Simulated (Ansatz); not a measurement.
# Sr on Re(0001): change of the work function, part 3 of 4

How does one ordered layer of Sr (hcp site) change the work function of Re(0001), and what dipole does each adsorbate carry?

Ansatz 0.2.0; plane-wave DFT, r2SCAN, Ansatz PAW (the session's first sound run).

So far, work function, upper face (eV): step 2 (the clean slab) 4.99; step 3 (17 atoms, coverage 0.25 ML, cell 2x2) 2.20.

## 5. The 0.25 ML cell at another level of theory, cutoff 420 eV, functional RPBE

This step: plane-wave DFT, RPBE, Ansatz PAW (Ansatz 0.2.0).

The geometry is kept and the functional is RPBE; other changes against the main runs: cutoff 500 → 420.

The input, input.yaml:

```yaml
crystal:
  lattice:
    - [5.5199999999, 0.0, 0.0]
    - [2.76, 4.7804602288, 0.0]
    - [0.0, 0.0, 27.8831061138]
  atoms:
    - { symbol: Re, position: [0.3333333333, 0.3333333333, 0.3227760911] }
    - { symbol: Re, position: [0.0, 0.0, 0.4027062105] }
    - { symbol: Re, position: [0.3333333333, 0.3333333333, 0.485363087] }
    - { symbol: Re, position: [0.0, 0.0, 0.5635603835] }
    - { symbol: Re, position: [0.3333333333, 0.8333333333, 0.3227760911] }
    - { symbol: Re, position: [0.0, 0.5, 0.4027062105] }
    - { symbol: Re, position: [0.3312250793, 0.8343874604, 0.4854969534] }
    - { symbol: Re, position: [-0.0049272356, 0.5024636178, 0.5597351268] }
    - { symbol: Re, position: [0.8333333333, 0.3333333333, 0.3227760911] }
    - { symbol: Re, position: [0.5, 0.0, 0.4027062105] }
    - { symbol: Re, position: [0.8343874604, 0.3312250793, 0.4854969534] }
    - { symbol: Re, position: [0.5024636178, -0.0049272356, 0.5597351268] }
    - { symbol: Re, position: [0.8333333333, 0.8333333333, 0.3227760911] }
    - { symbol: Re, position: [0.5, 0.5, 0.4027062105] }
    - { symbol: Re, position: [0.8343874604, 0.8343874604, 0.4854969534] }
    - { symbol: Re, position: [0.5024636178, 0.5024636178, 0.5597351268] }
    - { symbol: Sr, position: [0.3333333333, 0.3333333333, 0.6564340626] }
kpoints:
  mp_grid: { grid: [6, 6, 1] }
hamiltonian:
  xc: rpbe
scf:
  occupations: { method: fermi_dirac, width: 0.1 }
  convergence: { dr2_threshold: 1.0e-08 }
efield:
  axis: 3
  dipole_correction: true
  ramp_position: 0.97
  ramp_width: 0.06
output:
  write_potential: true
  write_density: true
  volumetric_format: npy
```

Launch:

```console
> ansatz run input.yaml --threads 8 --pin off --max-ram 12288MiB --backend cpu --events-out ev --progress --plain --runs-dir out
```

Numbers of over 12 decimals in the logs are rounded to 6 here.

What it wrote:

```text
[...]
Crystal: 17 atoms, lattice volume = 735.783 Å³
Basis set: ecut = 420 eV, 14415 PW (Γ)
Bands: 150, of which v1, the nominal top of the filled ones, is band 125 counted from 1 (124 counted from 0)
Symmetry: 6 space group operations
[...]
k-points: 7 of 36 (time reversal used)
[...]
SCF iter   1: F=—  HF=-177640.141475 eV  |F-HF|=—  |Δ(HF+E_count)|=         —  Δρ=6.87e-3  dr2=1.36e0  ethr=1.77e-3  p=0.483 e·Å  D=1.19e-1 V/Å  ΔV_dip=-3.31 eV  dr2_dipole=8.40e-1  V_vac-E_F(+/−)=1.69/5.00 eV  ⟨swp⟩=10.9  Hψ=5567  notcnv=0
[...]
SCF iter  12: F=-177640.097838 eV  HF=-177640.097838 eV  |F-HF|=2.07e-9  |Δ(HF+E_count)|=   2.52e-8  Δρ=5.33e-7  dr2=5.38e-9  ethr=4.00e-12  p=0.409 e·Å  D=1.01e-1 V/Å  ΔV_dip=-2.81 eV  dr2_dipole=2.09e-10  V_vac-E_F(+/−)=2.14/4.95 eV  ⟨swp⟩=12.1  Hψ=3285  notcnv=0
SCF 1 converged in 12 iterations: F = -177640.097838 eV  dr2 = 5.38e-9
[...]
SCF converged after 12 iterations
Free energy (F): -177640.097838 eV
[...]
Internal energy: -177639.664232 eV  (E = F + TS)
E sigma→0 (E₀):  -177639.881035 eV
Entropy (-TS):   -0.433605 eV (-25.506 meV/atom)
Fermi energy:    6.044274 eV
Dipole field:    D = 0.100693 V/Å  (p = 0.409437 e·Å, saw-weighted, corrected)
Work function:   Φ+ = 2.1390 eV   Φ− = 4.9467 eV
[...]
--- Band table (eV; the first three rows and the last of 7) ---
  k-point 0: bands = [... 121 lower, 6.4176, 6.4986, 6.4986, 6.6175, 6.8724, 6.8724, 7.5352, 7.5352, ... 21 higher]
  k-point 1: bands = [... 121 lower, 6.0263, 6.1189, 6.1409, 6.2861, 6.7496, 6.7524, 6.9299, 6.9495, ... 21 higher]
  k-point 2: bands = [... 121 lower, 5.5628, 5.5980, 5.6251, 5.6395, 5.7947, 5.9315, 6.2316, 6.6657, ... 21 higher]
  k-point 6: bands = [... 121 lower, 5.6923, 5.7294, 5.8887, 5.9049, 5.9874, 6.0529, 6.3914, 6.4524, ... 21 higher]
```

Wall time 17 s (8 threads of Arm Neoverse V2, shared host); peak memory 3.3 GiB.

Reading the cycles: dr2 is the Hartree energy of the density residual (eV), the measure of convergence; HF is the Harris–Foulkes estimate of the energy, which meets the free energy F at convergence.

Numbers from this step:

```yaml
energy_at_zero_smearing: -177639.8810 eV
work_function_upper_face: 2.139 eV
work_function_lower_face: 4.947 eV
dipole_along_the_normal: 0.4094 e·Å
step_between_the_vacuum_levels: -2.808 eV
```

The work function comes to 2.14 eV, -0.06 eV from the first level.

## 6. The 0.25 ML cell at another level of theory, cutoff 420 eV, functional revpbe

This step: plane-wave DFT, revPBE, Ansatz PAW (Ansatz 0.2.0).

The geometry is kept and the functional is revPBE; other changes against the main runs: cutoff 500 → 420.

Edit input.yaml of step 5 so:

```diff
@@ -26,3 +26,3 @@
 hamiltonian:
-  xc: rpbe
+  xc: revpbe
 scf:
```

What it wrote:

```text
[...]
Crystal: 17 atoms, lattice volume = 735.783 Å³
Basis set: ecut = 420 eV, 14415 PW (Γ)
Bands: 150, of which v1, the nominal top of the filled ones, is band 125 counted from 1 (124 counted from 0)
Symmetry: 6 space group operations
[...]
k-points: 7 of 36 (time reversal used)
[...]
SCF iter   1: F=—  HF=-177578.431385 eV  |F-HF|=—  |Δ(HF+E_count)|=         —  Δρ=6.83e-3  dr2=1.34e0  ethr=1.77e-3  p=0.483 e·Å  D=1.19e-1 V/Å  ΔV_dip=-3.31 eV  dr2_dipole=8.38e-1  V_vac-E_F(+/−)=1.71/5.02 eV  ⟨swp⟩=11.0  Hψ=5687  notcnv=0
[...]
SCF iter  12: F=-177578.390596 eV  HF=-177578.390596 eV  |F-HF|=2.79e-9  |Δ(HF+E_count)|=   2.62e-8  Δρ=5.44e-7  dr2=5.29e-9  ethr=4.00e-12  p=0.412 e·Å  D=1.01e-1 V/Å  ΔV_dip=-2.83 eV  dr2_dipole=8.71e-11  V_vac-E_F(+/−)=2.14/4.97 eV  ⟨swp⟩=11.7  Hψ=3386  notcnv=0
SCF 1 converged in 12 iterations: F = -177578.390596 eV  dr2 = 5.29e-9
[...]
SCF converged after 12 iterations
Free energy (F): -177578.390596 eV
[...]
Internal energy: -177577.957167 eV  (E = F + TS)
E sigma→0 (E₀):  -177578.173882 eV
Entropy (-TS):   -0.433428 eV (-25.496 meV/atom)
Fermi energy:    6.027274 eV
Dipole field:    D = 0.101312 V/Å  (p = 0.411953 e·Å, saw-weighted, corrected)
Work function:   Φ+ = 2.1401 eV   Φ− = 4.9651 eV
[...]
--- Band table (eV; the first three rows and the last of 7) ---
  k-point 0: bands = [... 121 lower, 6.4034, 6.4838, 6.4838, 6.6073, 6.8537, 6.8537, 7.5169, 7.5169, ... 21 higher]
  k-point 1: bands = [... 121 lower, 6.0113, 6.1040, 6.1260, 6.2722, 6.7309, 6.7351, 6.9159, 6.9357, ... 21 higher]
  k-point 2: bands = [... 121 lower, 5.5470, 5.5812, 5.6069, 5.6225, 5.7769, 5.9134, 6.2148, 6.6480, ... 21 higher]
  k-point 6: bands = [... 121 lower, 5.6746, 5.7118, 5.8714, 5.8862, 5.9687, 6.0325, 6.3720, 6.4326, ... 21 higher]
```

Elapsed: 18 s, on 8 threads; peak memory 3.3 GiB.

Numbers from this step:

```yaml
energy_at_zero_smearing: -177578.1739 eV
work_function_upper_face: 2.140 eV
work_function_lower_face: 4.965 eV
dipole_along_the_normal: 0.4120 e·Å
step_between_the_vacuum_levels: -2.825 eV
```

The work function comes to 2.14 eV, -0.06 eV from the first level.

## 7. The 0.25 ML cell at another level of theory, cutoff 1290 eV, functional PBE

This step: plane-wave DFT, PBE, JTH PAW (Ansatz 0.2.0).

The geometry is kept and the functional is PBE; other changes against the main runs: JTH PAW files and cutoff 500 → 1290.

Edit input.yaml of step 6 so:

```diff
@@ -26,3 +26,4 @@
 hamiltonian:
-  xc: revpbe
+  xc: pbe
+  pseudopotentials: { kind: paw, source: jth }
 scf:
```

What it wrote:

```text
[...]
k-point 0: bands = [... 121 lower, 6.1790, 6.2575, 6.2575, 6.3867, 6.6268, 6.6268, 7.2859, 7.2859, ... 21 higher]
  k-point 1: bands = [... 121 lower, 5.7862, 5.8799, 5.9006, 6.0538, 6.5040, 6.5084, 6.6904, 6.7100, ... 21 higher]
  k-point 2: bands = [... 121 lower, 5.3191, 5.3554, 5.3800, 5.3962, 5.5511, 5.6869, 5.9881, 6.4201, ... 21 higher]
  k-point 6: bands = [... 121 lower, 5.4496, 5.4869, 5.6449, 5.6611, 5.7422, 5.7915, 6.1424, 6.2016, ... 21 higher]
[key lines of the parts left out:]
SCF converged after 20 iterations
Free energy (F): -176733.160489 eV
Fermi energy:    5.800099 eV
Dipole field:    D = 0.103406 V/Å  (p = 0.420471 e·Å, saw-weighted, corrected)
Work function:   Φ+ = 2.2091 eV   Φ− = 5.0924 eV
```

Elapsed: 3 min, on 8 threads; peak memory 9.8 GiB.

The work function comes to 2.21 eV, +0.01 eV from the first level.

## 8. Side by side

Times are for 8 threads of Arm Neoverse V2, shared host. The series side by side:

```tsv
no.	functional	work function, upper face (eV)	dipole along the normal (e·Å)	time	memory (GiB)
1	rpbe	2.139	0.4094	17 s	3.3
2	revpbe	2.140	0.4120	18 s	3.3
3	pbe	2.209	0.4205	3 min	9.8
```

(Part 3 of 4 ends here.)

[Logs are printed without paths, hosts, clocks, repeated set-up lines and the standing remarks that a program may print on its own settings, such as how far it seeks lower states.]

[Hosts, paths, dates, database ids (printed as entryN), source tags and the programs' standing remarks are cut or masked in the printed files.]

[Maps of the electrostatic potential energy from Ansatz leave out the sawtooth potential of an applied field or a dipole correction, so their vacuum need not be flat; planar profiles and work functions include it.]
